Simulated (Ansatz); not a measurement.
**Work function of Mo(110): what the settings cost and change**

Aim: the work function of Mo(110) against thickness and vacuum, with the cost.

Method: plane-wave DFT, PBE, Ansatz PAW, in Ansatz 0.2.0.

**Measured values to reproduce.**

For Mo (clean (110) face, a compiled value), “Anisotropic work function of elemental crystals” (2019, arxiv:1902.07811) quotes earlier work: work function (clean (110) face, a compiled value) 4.95 eV.

### 1. The structure

The cell holds 1 atom: 1 Mo. Cell: a = 2.728 Å, b = 2.728 Å, c = 18.000 Å, α = 90.0°, β = 90.0°, γ = 70.5°. Vacuum lies along c.

### 2. Slab, setting 1 layer

A work function rests on the faint tail of the density, so the SCF threshold is tight. The slab grows from one layer, at fixed mesh and 18 Å of vacuum; then the vacuum is varied on one slab.

The input, input.yaml:

```yaml
crystal:
  lattice:
    - [2.2273863607, -1.575, 0.0]
    - [2.2273863607, 1.575, 0.0]
    - [0.0, 0.0, 18.0]
  atoms:
    - { symbol: Mo, position: [0.0, 0.0, 0.5] }
kpoints:
  mp_grid: { grid: [16, 16, 1] }
hamiltonian:
  xc: pbe
scf:
  occupations: { method: fermi_dirac, width: 0.1 }
  convergence: { dr2_threshold: 1.0e-09 }
efield:
  axis: 3
  dipole_correction: true
  ramp_position: 0.97
  ramp_width: 0.06
output:
  write_potential: true
  write_density: true
  volumetric_format: npy
  elf: true
```

Command:

```sh
$ ansatz run input.yaml --threads 2 --pin off --max-ram 3072MiB --backend cpu --events-out ev --progress --plain --runs-dir out
```

Numbers of over 12 decimals in the logs are rounded to 6 here.

What it wrote:

```text
Engine: ansatz 0.2.0, aarch64-unknown-linux-gnu
Pseudopotentials: kind: paw
Pseudopotential: Mo, paw, valence charge 14, recommended cutoff 420 eV (normal), Mo.paw.azcp
Functional definition: PBE
  parameter kappa = 0.804
  parameter beta = 0.066725
  exchange = pbe_x(kappa = kappa, mu = beta*pi^2/3)
  correlation = pbe_c(beta = beta)
Crystal: 1 atoms, lattice volume = 126.293 Å³
Basis set: ecut = 420 eV, 2507 PW (Γ)
Bands: 11, of which v1, the nominal top of the filled ones, is band 7 counted from 1 (6 counted from 0)
Symmetry: 4 space group operations
k-points: 73 of 256
Non-local potential: Mo, projectors of the file, l = 0: 3, l = 1: 2, l = 2: 2, l = 3: 1
PAW form: soft (Blöchl's): semilocal exchange-correlation on the pseudo side does not see the compensation charge
PAW one-centre angular grid: Mo, 590 points (default); XC on 64 Gauss nodes
Initial density: superposition of atomic densities (neutral atoms: chi_scale 0, normalization atom), corrected by the library's trained network
Initial wavefunctions: pseudopotential atomic-orbital guess
Functional: x = pbe(κ = 0.804, μ = 0.219515), c = pbe(β = 0.066725)
SCF iter   1: F=—  HF=-4953.182352 eV  |F-HF|=—  |Δ(HF+E_count)|=         —  Δρ=2.85e-3  dr2=7.52e-3  ethr=1.77e-3  p=-0.000 e·Å  D=-3.28e-15 V/Å  ΔV_dip=0.00 eV  dr2_dipole=1.60e-12  V_vac-E_F(+/−)=5.00/5.00 eV  ⟨swp⟩=6.1  Hψ=5102  notcnv=0
efield: sawtooth ramp at fractional position 0.9700 (set: `efield.ramp_position`, or a place that a band, a saddle search or an elastic batch's reference lends), width 0.0600; the density the first Hamiltonian is built on has a dipole p = -0.000 e·Å; the dipole correction subtracts the counter field D = -3.28e-15 V/Å, which shifts the + side's vacuum level by +0.00 eV against the − side's; the planar-averaged density in the ramp window peaks in size at 1.8e-5 e/Å³
preconditioner: auto → LDOS  [metal: Δε(μ)=0.068 eV  Ē_g=4.394 eV  σ=0.100 eV  W_gap=0.16  n_scr=10 (ndim 8)  ℏωp=8.1 eV  f_vac=0.728  D(μ)=2.20/eV (n_scr^D=10)  β→1.0]
SCF iter   2: F=—  HF=-4953.183510 eV  |F-HF|=—  |Δ(HF+E_count)|=   1.16e-3  Δρ=1.22e-3  dr2=1.12e-3  ethr=5.37e-5  p=0.000 e·Å  D=4.63e-10 V/Å  ΔV_dip=-0.00 eV  dr2_dipole=3.61e-12  V_vac-E_F(+/−)=5.03/5.03 eV  ⟨swp⟩=2.9  Hψ=2097  notcnv=0
SCF iter   3: F=—  HF=-4953.183495 eV  |F-HF|=—  |Δ(HF+E_count)|=   1.41e-5  Δρ=3.30e-4  dr2=2.42e-4  ethr=7.99e-6  p=0.000 e·Å  D=1.34e-7 V/Å  ΔV_dip=-0.00 eV  dr2_dipole=1.05e-13  V_vac-E_F(+/−)=5.03/5.03 eV  ⟨swp⟩=2.9  Hψ=1385  notcnv=0
SCF iter   4: F=—  HF=-4953.183485 eV  |F-HF|=—  |Δ(HF+E_count)|=   1.02e-5  Δρ=1.03e-4  dr2=2.74e-5  ethr=1.73e-6  p=0.000 e·Å  D=1.22e-7 V/Å  ΔV_dip=-0.00 eV  dr2_dipole=7.02e-13  V_vac-E_F(+/−)=5.04/5.04 eV  ⟨swp⟩=1.6  Hψ=924  notcnv=0
SCF iter   5: F=—  HF=-4953.183486 eV  |F-HF|=—  |Δ(HF+E_count)|=   5.12e-7  Δρ=2.40e-5  dr2=1.37e-6  ethr=1.96e-7  p=-0.000 e·Å  D=-9.54e-8 V/Å  ΔV_dip=0.00 eV  dr2_dipole=7.51e-13  V_vac-E_F(+/−)=5.05/5.05 eV  ⟨swp⟩=2.3  Hψ=1032  notcnv=0
SCF iter   6: F=—  HF=-4953.183486 eV  |F-HF|=—  |Δ(HF+E_count)|=   4.52e-7  Δρ=8.01e-6  dr2=7.82e-8  ethr=9.82e-9  p=0.000 e·Å  D=6.94e-10 V/Å  ΔV_dip=-0.00 eV  dr2_dipole=3.83e-14  V_vac-E_F(+/−)=5.05/5.05 eV  ⟨swp⟩=2.4  Hψ=1222  notcnv=0
SCF iter   7: F=—  HF=-4953.183486 eV  |F-HF|=—  |Δ(HF+E_count)|=   4.64e-8  Δρ=1.15e-6  dr2=1.47e-9  ethr=5.59e-10  p=-0.000 e·Å  D=-8.72e-9 V/Å  ΔV_dip=0.00 eV  dr2_dipole=3.25e-15  V_vac-E_F(+/−)=5.05/5.05 eV  ⟨swp⟩=2.5  Hψ=1205  notcnv=0
SCF iter   8: F=-4953.183486 eV  HF=-4953.183486 eV  |F-HF|=1.44e-10  |Δ(HF+E_count)|=   4.07e-9  Δρ=2.25e-7  dr2=3.26e-11  ethr=7.14e-12  p=0.000 e·Å  D=2.89e-9 V/Å  ΔV_dip=-0.00 eV  dr2_dipole=4.98e-15  V_vac-E_F(+/−)=5.05/5.05 eV  ⟨swp⟩=4.0  Hψ=2708  notcnv=0
SCF 1 converged in 8 iterations: F = -4953.183486 eV  dr2 = 3.26e-11
  greatest PAW one-centre occupation: 0.998 electrons in one spin orbital (limit 2), on the Mo atom at site 0 (counted from 0), in its partial waves of l = 0
WARN: The output density's exchange-correlation potential varies sharply where the density is thin. Do not read a vacuum level from v_tot or v_xc, or from such a field of the output density. On a cell that repeats whose density bears no net charge and no dipole along the vacuum's axis use v_es (v_loc + v_h of the components); under efield.dipole_correction with no amplitude use v_es + v_field, which holds any externa [...]
SCF converged after 8 iterations
Free energy (F): -4953.183486 eV
Harris-Foulkes:  -4953.183486 eV  (|F-HF|=1.44e-10)
Internal energy: -4953.111515 eV  (E = F + TS)
E sigma→0 (E₀):  -4953.147500 eV
Entropy (-TS):   -0.071972 eV (-71.972 meV/atom)
Fermi energy:    -1.687387 eV
Dipole field:    D = -0.000000 V/Å  (p = -0.000000 e·Å, saw-weighted, corrected)
Work function:   Φ+ = 5.0542 eV   Φ− = 5.0542 eV
Levels:          The Fermi level and band energies are counted from a zero that moves with the ramp; work functions are not
--- Per-component energies (eV) ---
  E_band       = -365.144072
  E_kinetic    = 434.374834
  E_local      = -7138.474676  (includes V_loc(G=0)·N_el)
  E_nonlocal   = 144.796454
  E_hartree    = 3280.663070
  E_xc         = -179.019662
  E_vxc        = -222.910811  (∫ρ·V_xc dr)
  E_paw        = -3201.501073  (= ΣΔE_a)
  E_vpaw       = -144.255905  (= ΣTr[D̂ρ^β])
  E_aug_tail   = 0.000043  (compensation charges beyond the density's cutoff)
  E_efield     = 0.000000  (sawtooth field / dipole correction)
  E_vefield    = 0.000000  (∫n·V_field dr)
  E_ewald      = 1706.049497
  E_smearing   = -0.071972  (= −TS)
  E_closure    = 0.000000  (closes the sum)
  Σ components = -4953.183486   (vs F -4953.183486, Δ=0.00e0)
--- Band table (eV; the first three rows and the last of 73) ---
  k-point 0: bands = [... 3 lower, -36.0179, -6.2242, -3.6667, -2.9854, -0.8690, -0.0385, 0.1548, 0.6801]
  k-point 1: bands = [... 3 lower, -36.0387, -6.0873, -3.6261, -2.9308, -1.1079, -0.0629, 0.3050, 0.7045]
  k-point 2: bands = [... 3 lower, -36.0817, -5.7120, -3.5040, -2.7661, -1.6072, -0.0926, 0.4307, 0.9340]
  k-point 72: bands = [... 3 lower, -36.6971, -5.3145, -3.6472, -1.4297, -0.5100, 2.8547, 2.9669, 6.5106]
```

Run time: 18 s. Hardware: 2 threads of Arm Neoverse N1, shared host; peak memory 0.46 GiB; 29 s of CPU time.

Numbers from this step:

```
energy at zero smearing   : -4953.1475 eV
work function, upper face : 5.054 eV
```

Running mean over 2.227 Å of the planar mean; the ramp of the sawtooth is left out. Table of electron's electrostatic potential energy less the Fermi level by z:

| z (Å) | electron's electrostatic potential energy less the Fermi level (eV) |
| --- | --- |
| 2.88 | 5.05 |
| 3.17 | 5.05 |
| 3.60 | 5.05 |
| 3.89 | 5.05 |
| 4.18 | 5.05 |
| 4.46 | 5.05 |
| 4.90 | 5.05 |
| 5.18 | 5.04 |
| 5.47 | 5.02 |
| 5.90 | 4.95 |
| 6.19 | 4.84 |
| 6.48 | 4.62 |
| 6.91 | 3.84 |
| 7.20 | 2.60 |
| 7.49 | 0.297 |
| 7.78 | -2.97 |
| 8.21 | -8.16 |
| 8.50 | -10.6 |
| 8.78 | -11.9 |
| 9.22 | -11.9 |
| 9.50 | -10.6 |
| 9.79 | -8.16 |
| 10.22 | -2.97 |
| 10.51 | 0.297 |
| 10.80 | 2.60 |
| 11.09 | 3.84 |
| 11.52 | 4.62 |
| 11.81 | 4.84 |
| 12.10 | 4.95 |
| 12.53 | 5.02 |
| 12.82 | 5.04 |
| 13.10 | 5.05 |
| 13.54 | 5.05 |
| 13.82 | 5.05 |
| 14.11 | 5.05 |
| 14.40 | 5.05 |
| 14.83 | 5.05 |
| 15.12 | 5.05 |

ELF in the ca plane at fractional y = 0.000, with atoms of Mo within 0.2 Å of it. It is the smooth field of the valence electrons, not physical close to the nuclei.

Values, 5 rows by 16 columns, each cell a mean:
```
0.00 0.00 0.00 0.00 0.00 0.03 0.10 0.49 0.58 0.11 0.04 0.00 0.00 0.00 0.00 0.00
0.00 0.00 0.00 0.00 0.00 0.05 0.21 0.32 0.36 0.23 0.07 0.00 0.00 0.00 0.00 0.00
0.00 0.00 0.00 0.00 0.00 0.05 0.29 0.33 0.32 0.32 0.08 0.00 0.00 0.00 0.00 0.00
0.00 0.00 0.00 0.00 0.00 0.04 0.16 0.38 0.45 0.17 0.06 0.00 0.00 0.00 0.00 0.00
0.00 0.00 0.00 0.00 0.00 0.03 0.09 0.51 0.56 0.10 0.04 0.00 0.00 0.00 0.00 0.00
```
Columns run along c (18.0 Å), rows up along a (2.7 Å). Atoms in or near the plane, at fractional coordinates: Mo at (0.50, 0.00).

Electrostatic potential energy in the ca plane at fractional y = 0.000, with atoms of Mo within 0.2 Å of it. With pseudopotentials it is smooth inside the atoms' cores, unlike the true potential.

Values in eV, 5 rows by 16 columns, each cell a mean:
```
  3   3   3   3   3   3   1 -31 -38  -1   3   3   3   3   3   3
  3   3   3   3   3   3   2 -11 -15   1   3   3   3   3   3   3
  3   3   3   3   3   3   2  -3  -5   2   3   3   3   3   3   3
  3   3   3   3   3   3   2 -19 -25   0   3   3   3   3   3   3
  3   3   3   3   3   3   0 -33 -40  -2   3   3   3   3   3   3
```
Columns run along c (18.0 Å; values clipped at the 3rd and 97th percentile), rows up along a (2.7 Å). Atoms in or near the plane, at fractional coordinates: Mo at (0.50, 0.00).

Valence density in the ca plane at fractional y = 0.000, with atoms of Mo within 0.2 Å of it. It is the smooth field of the valence electrons, not physical close to the nuclei.

Ten steps, logarithmic in the rise over the least value, from '0' (0.0 e/Å³) to '9' (6.5 e/Å³), each cell a mean:
```
00000000000000000013799852000000000000000000
00000000000000000012588742000000000000000000
00000000000000000012456431000000000000000000
00000000000000000012344321000000000000000000
00000000000000000012344421000000000000000000
00000000000000000012577631000000000000000000
00000000000000000013699852000000000000000000
00000000000000000013799952000000000000000000
```
Columns run along c (18.0 Å), rows up along a (2.7 Å). Atoms in or near the plane, at fractional coordinates: Mo at (0.50, 0.00).

The work function is 5.054 eV.

### 3. Run, 2 atoms

System of this step: Mo(110). The cell holds 2 atoms: 2 Mo. Its edges and angles: a = 2.728 Å, b = 2.728 Å, c = 20.227 Å, α = 90.0°, β = 90.0°, γ = 70.5°. Vacuum lies along c.

input.yaml, the sections that differ from step 2:

```yaml
crystal:
  lattice:
    - [2.2273863607, -1.575, 0.0]
    - [2.2273863607, 1.575, 0.0]
    - [0.0, 0.0, 20.2273863607]
  atoms:
    - { symbol: Mo, position: [0.0, 0.0, 0.4449413206] }
    - { symbol: Mo, position: [0.5, 0.5, 0.5550586794] }
output:
  write_potential: true
  write_density: true
  volumetric_format: npy
# kpoints, hamiltonian, scf, efield: as in step 2
```

What it wrote:

```text
[...]
Crystal: 2 atoms, lattice volume = 141.921 Å³
Basis set: ecut = 420 eV, 2825 PW (Γ)
Bands: 18, of which v1, the nominal top of the filled ones, is band 14 counted from 1 (13 counted from 0)
Symmetry: 4 space group operations
k-points: 73 of 256
[...]
k-point 1: bands = [... 10 lower, -1.4393, -0.4280, -0.0922, 0.2029, 1.4791, 1.8315, 2.5919, 2.8278, ... 4 higher]
  k-point 2: bands = [... 10 lower, -1.3518, -0.4383, -0.0850, 0.0782, 1.3241, 1.7755, 2.5695, 2.7343, ... 4 higher]
  k-point 72: bands = [... 10 lower, -2.7825, -0.5442, 0.6325, 2.0786, 3.0031, 3.2031, 4.6640, 5.5659, ... 4 higher]
[key lines of the parts left out:]
SCF converged after 9 iterations
Free energy (F): -9909.576895 eV
Fermi energy:    1.169521 eV
Dipole field:    D = -0.000000 V/Å  (p = -0.000000 e·Å, saw-weighted, corrected)
Work function:   Φ+ = 4.5672 eV   Φ− = 4.5672 eV
```

Elapsed: 36 s, on 2 threads; peak memory 0.5 GiB; 62 s of CPU time.

The work function is 4.567 eV, -0.487 eV from the run “1 layer”, at 2.1 times its CPU time.

### 4. Slab, 3 atoms

System of this step: Mo(110). The cell holds 3 atoms: 3 Mo. Cell: a = 2.728 Å, b = 2.728 Å, c = 22.455 Å, α = 90.0°, β = 90.0°, γ = 70.5°. Vacuum lies along c.

input.yaml, the sections that differ from step 3:

```yaml
crystal:
  lattice:
    - [2.2273863607, -1.575, 0.0]
    - [2.2273863607, 1.575, 0.0]
    - [0.0, 0.0, 22.4547727215]
  atoms:
    - { symbol: Mo, position: [0.0, 0.0, 0.40080566] }
    - { symbol: Mo, position: [0.5, 0.5, 0.5] }
    - { symbol: Mo, position: [0.0, 0.0, 0.59919434] }
# kpoints, hamiltonian, scf, efield, output: as in step 3
```

What it wrote:

```text
[...]
Crystal: 3 atoms, lattice volume = 157.549 Å³
Basis set: ecut = 420 eV, 3133 PW (Γ)
Bands: 26, of which v1, the nominal top of the filled ones, is band 21 counted from 1 (20 counted from 0)
Symmetry: 4 space group operations
k-points: 73 of 256
[...]
k-point 0: bands = [... 17 lower, 1.5071, 1.6483, 1.7276, 2.5259, 2.8081, 4.1497, 4.3389, 4.5666, ... 6 higher]
  k-point 1: bands = [... 17 lower, 1.5172, 1.5177, 1.7680, 2.6467, 2.6523, 3.8059, 4.2897, 4.4533, ... 6 higher]
  k-point 2: bands = [... 17 lower, 1.2431, 1.4291, 1.9180, 2.4284, 2.7702, 3.3423, 4.2264, 4.2811, ... 6 higher]
  k-point 72: bands = [... 17 lower, 0.5601, 2.8641, 3.1989, 3.8433, 4.1117, 5.6030, 5.7078, 6.0593, ... 6 higher]
[key lines of the parts left out:]
SCF converged after 9 iterations
Free energy (F): -14865.544701 eV
Fermi energy:    3.056814 eV
Dipole field:    D = 0.000000 V/Å  (p = 0.000000 e·Å, saw-weighted, corrected)
Work function:   Φ+ = 4.7112 eV   Φ− = 4.7112 eV
```

Elapsed: 57 s, on 2 threads; peak memory 0.61 GiB.

The work function is 4.711 eV, +0.144 eV from the run “2 layers”, at 1.6 times its CPU time.

### 5. Slab, 4 atoms

System of this step: Mo(110). The cell holds 4 atoms: 4 Mo. Cell: a = 2.728 Å, b = 2.728 Å, c = 24.682 Å, α = 90.0°, β = 90.0°, γ = 70.5°. Vacuum lies along c.

input.yaml, the sections that differ from step 4:

```yaml
crystal:
  lattice:
    - [2.2273863607, -1.575, 0.0]
    - [2.2273863607, 1.575, 0.0]
    - [0.0, 0.0, 24.6821590822]
  atoms:
    - { symbol: Mo, position: [0.0, 0.0, 0.3646358477] }
    - { symbol: Mo, position: [0.5, 0.5, 0.4548786159] }
    - { symbol: Mo, position: [0.0, 0.0, 0.5451213841] }
    - { symbol: Mo, position: [0.5, 0.5, 0.6353641523] }
# kpoints, hamiltonian, scf, efield, output: as in step 4
```

What it wrote:

```text
[...]
Crystal: 4 atoms, lattice volume = 173.177 Å³
Basis set: ecut = 420 eV, 3445 PW (Γ)
Bands: 34, of which v1, the nominal top of the filled ones, is band 28 counted from 1 (27 counted from 0)
Symmetry: 4 space group operations
k-points: 73 of 256
[...]
k-point 0: bands = [... 24 lower, 3.2118, 3.3011, 3.5166, 3.8009, 4.7836, 5.1985, 5.7940, 5.9107, ... 8 higher]
  k-point 1: bands = [... 24 lower, 3.1487, 3.2736, 3.4521, 3.9118, 4.5976, 5.2872, 5.4923, 5.8136, ... 8 higher]
  k-point 2: bands = [... 24 lower, 2.8982, 3.1173, 3.6907, 3.9109, 4.4567, 4.7336, 5.6715, 5.6725, ... 8 higher]
  k-point 72: bands = [... 24 lower, 3.3338, 5.1939, 5.2070, 5.4370, 5.7049, 6.0964, 7.3820, 7.5964, ... 8 higher]
[key lines of the parts left out:]
SCF converged after 9 iterations
Free energy (F): -19821.634135 eV
Fermi energy:    4.720044 eV
Dipole field:    D = 0.000000 V/Å  (p = 0.000000 e·Å, saw-weighted, corrected)
Work function:   Φ+ = 4.7012 eV   Φ− = 4.7012 eV
```

Run time: 68 s. Hardware: 2 threads; peak memory 0.74 GiB.

The work function is 4.701 eV, -0.010 eV from the run “3 layers”, at 1.2 times its CPU time.

### 6. Run, 5 atoms

System of this step: Mo(110). The cell holds 5 atoms: 5 Mo. Cell: a = 2.728 Å, b = 2.728 Å, c = 26.910 Å, α = 90.0°, β = 90.0°, γ = 70.5°. Vacuum lies along c.

input.yaml, the sections that differ from step 5:

```yaml
crystal:
  lattice:
    - [2.2273863607, -1.575, 0.0]
    - [2.2273863607, 1.575, 0.0]
    - [0.0, 0.0, 26.909545443]
  atoms:
    - { symbol: Mo, position: [0.0, 0.0, 0.33445381] }
    - { symbol: Mo, position: [0.5, 0.5, 0.417226905] }
    - { symbol: Mo, position: [0.0, 0.0, 0.5] }
    - { symbol: Mo, position: [0.5, 0.5, 0.582773095] }
    - { symbol: Mo, position: [0.0, 0.0, 0.66554619] }
# kpoints, hamiltonian, scf, efield, output: as in step 5
```

What it wrote:

```text
[...]
Crystal: 5 atoms, lattice volume = 188.805 Å³
Basis set: ecut = 420 eV, 3751 PW (Γ)
Bands: 42, of which v1, the nominal top of the filled ones, is band 35 counted from 1 (34 counted from 0)
Symmetry: 4 space group operations
k-points: 73 of 256
[...]
k-point 0: bands = [... 31 lower, 4.6397, 4.7269, 5.0522, 5.2864, 6.0189, 6.4237, 7.1961, 7.3602, ... 10 higher]
  k-point 1: bands = [... 31 lower, 4.5900, 4.7953, 5.0465, 5.2355, 6.0793, 6.2729, 6.8653, 7.1526, ... 10 higher]
  k-point 2: bands = [... 31 lower, 4.4694, 4.6900, 5.0769, 5.4464, 5.6902, 6.1760, 6.5643, 7.0177, ... 10 higher]
  k-point 72: bands = [... 31 lower, 5.6691, 6.6487, 6.6606, 6.8740, 7.4221, 7.5142, 7.8621, 8.6017, ... 10 higher]
[key lines of the parts left out:]
SCF converged after 9 iterations
Free energy (F): -24777.657096 eV
Fermi energy:    6.095644 eV
Dipole field:    D = 0.000000 V/Å  (p = 0.000000 e·Å, saw-weighted, corrected)
Work function:   Φ+ = 4.6533 eV   Φ− = 4.6533 eV
```

Wall time 95 s (2 threads); peak memory 0.87 GiB.

The work function is 4.653 eV, -0.048 eV from the run “4 layers”, at 1.4 times its CPU time.

### 7. Run, 6 atoms

System of this step: Mo(110). The cell holds 6 atoms: 6 Mo. Its edges and angles: a = 2.728 Å, b = 2.728 Å, c = 29.137 Å, α = 90.0°, β = 90.0°, γ = 70.5°. Vacuum lies along c.

input.yaml, the sections that differ from step 6:

```yaml
crystal:
  lattice:
    - [2.2273863607, -1.575, 0.0]
    - [2.2273863607, 1.575, 0.0]
    - [0.0, 0.0, 29.1369318037]
  atoms:
    - { symbol: Mo, position: [0.0, 0.0, 0.3088863323] }
    - { symbol: Mo, position: [0.5, 0.5, 0.3853317994] }
    - { symbol: Mo, position: [0.0, 0.0, 0.4617772665] }
    - { symbol: Mo, position: [0.5, 0.5, 0.5382227335] }
    - { symbol: Mo, position: [0.0, 0.0, 0.6146682006] }
    - { symbol: Mo, position: [0.5, 0.5, 0.6911136677] }
# kpoints, hamiltonian, scf, efield, output: as in step 6
```

What it wrote:

```text
[...]
Crystal: 6 atoms, lattice volume = 204.432 Å³
Basis set: ecut = 420 eV, 4059 PW (Γ)
Bands: 51, of which v1, the nominal top of the filled ones, is band 42 counted from 1 (41 counted from 0)
Symmetry: 4 space group operations
k-points: 73 of 256
[...]
k-point 0: bands = [... 38 lower, 5.8649, 5.9293, 6.1023, 6.7776, 6.8031, 7.7599, 7.8938, 8.3901, ... 14 higher]
  k-point 1: bands = [... 38 lower, 5.7784, 5.9386, 6.2250, 6.5617, 6.9649, 7.4763, 8.0465, 8.0593, ... 14 higher]
  k-point 2: bands = [... 38 lower, 5.6299, 6.0579, 6.3354, 6.4191, 7.0046, 7.1558, 7.4517, 8.1395, ... 14 higher]
  k-point 72: bands = [... 38 lower, 7.5193, 7.6077, 7.8686, 8.2097, 8.2715, 8.6190, 9.1374, 9.4025, ... 14 higher]
[key lines of the parts left out:]
SCF converged after 9 iterations
Free energy (F): -29733.695684 eV
Fermi energy:    7.234783 eV
Dipole field:    D = 0.000001 V/Å  (p = 0.000001 e·Å, saw-weighted, corrected)
Work function:   Φ+ = 4.6681 eV   Φ− = 4.6681 eV
```

The job ended after 2.2 min (2 threads; peak memory 1.1 GiB; 3.8 min of CPU time).

The work function is 4.668 eV, +0.015 eV from the run “5 layers”, at 1.3 times its CPU time.

(Part 1 of 2 ends here.)

[Logs are printed without paths, hosts, clocks, repeated set-up lines and the standing remarks that a program may print on its own settings, such as how far it seeks lower states.]

[Hosts, paths, dates, database ids (printed as entryN), source tags and the programs' standing remarks are cut or masked in the printed files.]

[Maps of the electrostatic potential energy from Ansatz leave out the sawtooth potential of an applied field or a dipole correction, so their vacuum need not be flat; planar profiles and work functions include it.]
